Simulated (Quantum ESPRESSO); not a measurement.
Consider TiB2 (P6/mmm).

```cif
data_structure
_symmetry_space_group_name_H-M 'P 1'
_symmetry_Int_Tables_number 1
_cell_length_a 3.0292
_cell_length_b 3.0292
_cell_length_c 3.2284
_cell_angle_alpha 90.000
_cell_angle_beta 90.000
_cell_angle_gamma 120.000
_cell_volume 25.66
loop_
_atom_site_label
_atom_site_type_symbol
_atom_site_fract_x
_atom_site_fract_y
_atom_site_fract_z
_atom_site_occupancy
Ti1 Ti 0.00000 0.00000 0.00000 1
B2 B 0.66667 0.33333 0.50000 1
B3 B 0.33333 0.66667 0.50000 1
```

Absorber: atom 2, with 3 B at 1.75 Å (trigonal planar, site symmetry -6m2). Method: Quantum ESPRESSO XSpectra, LDA, excited-electron core hole (neutral cell), 18-atom cell with 5.2 Å between holes, 7×7×5 k points, dipole transitions, Lorentzian half width 0.3 eV up to 4 eV, rising linearly to 2.5 eV at 25 eV.

Question: What does the B K edge look like?

Main maxima up to 24 eV above the zero (height): 2.7 eV (1.07), 4.2 eV (1.27), 5.6 eV (1.17) and 8.7 eV (1.44). A K edge sees empty p states on the absorber. The total-energy difference is 190.63 eV. One term is added: -5.56 eV, since the hole is spin-paired here and a spin-polarised one costs that much less in the free atom (computed apart). The photon energy is then 185.07 eV. The functional leaves an error in such absolute values: in the free atom LDA prices this hole 2.2 eV below PBE (computed apart), and PBE is itself good to a few eV.

The B K spectrum (energy from the energy zero of the input (xe0, at the border of filled and empty states); intensity scaled to a mean of 1 over the first 20 eV; the points at xe0, where the cut of filled states can leave a spike, are interpolated; polarised curves are means over the symmetry-equivalent atoms):

```
E (eV)  isotropic  ε ⊥ c  ε ∥ c
  -2.0       0.04   0.04   0.04
  -1.0       0.07   0.06   0.08
   0.0       0.28   0.27   0.31
   1.0       0.74   0.71   0.79
   2.0       0.95   1.01   0.85
   3.0       1.02   0.85   1.36
   4.0       1.20   0.49   2.62
   5.0       1.02   0.41   2.25
   6.0       1.12   0.89   1.58
   7.0       1.20   1.39   0.81
   8.0       1.40   1.81   0.59
   9.0       1.43   1.84   0.60
  10.0       1.28   1.58   0.67
  11.0       1.12   1.35   0.68
  12.0       1.09   1.26   0.76
  13.0       1.05   1.15   0.86
  14.0       1.02   1.07   0.92
  15.0       0.98   1.04   0.88
  16.0       0.94   1.05   0.74
  17.0       0.84   0.97   0.59
  18.0       0.67   0.76   0.48
  19.0       0.52   0.56   0.43
  20.0       0.44   0.45   0.44
  21.0       0.43   0.40   0.50
  22.0       0.45   0.39   0.58
  23.0       0.49   0.41   0.65
  24.0       0.53   0.45   0.68
  25.0       0.57   0.51   0.69
  26.0       0.60   0.56   0.69
  27.0       0.63   0.61   0.68
  28.0       0.64   0.63   0.66
  29.0       0.63   0.62   0.65
  30.0       0.61   0.59   0.65
  31.0       0.60   0.57   0.67
  32.0       0.58   0.53   0.68
```

The holes are only 5.2 Å apart, so the shape is probably not converged with cell size; no larger cell was run here. Lifetime broadening is put in by hand, and intensities beyond about 20 eV depend on it and on the partial waves; weight that the partial waves miss at high energy is lost. The structure is a published determination, not relaxed.

[Banner, clock and machine lines of the logs are left out without a mark of their own.]

[Logs are printed without paths, hosts, clocks, repeated set-up lines and the standing remarks that a program may print on its own settings, such as how far it seeks lower states.]

[Hosts, paths, dates, database ids (printed as entryN), source tags and the programs' standing remarks are cut or masked in the printed files.]

[Lists of maxima count a maximum above −3 eV only where it reaches 4 % of the highest in the window and stands out from its surroundings by 2 % of it (1.5 % where it reaches 55 %); shoulders and weaker maxima are passed over, and of the rest the first, up to two pre-edge ones and the few strongest are named.]
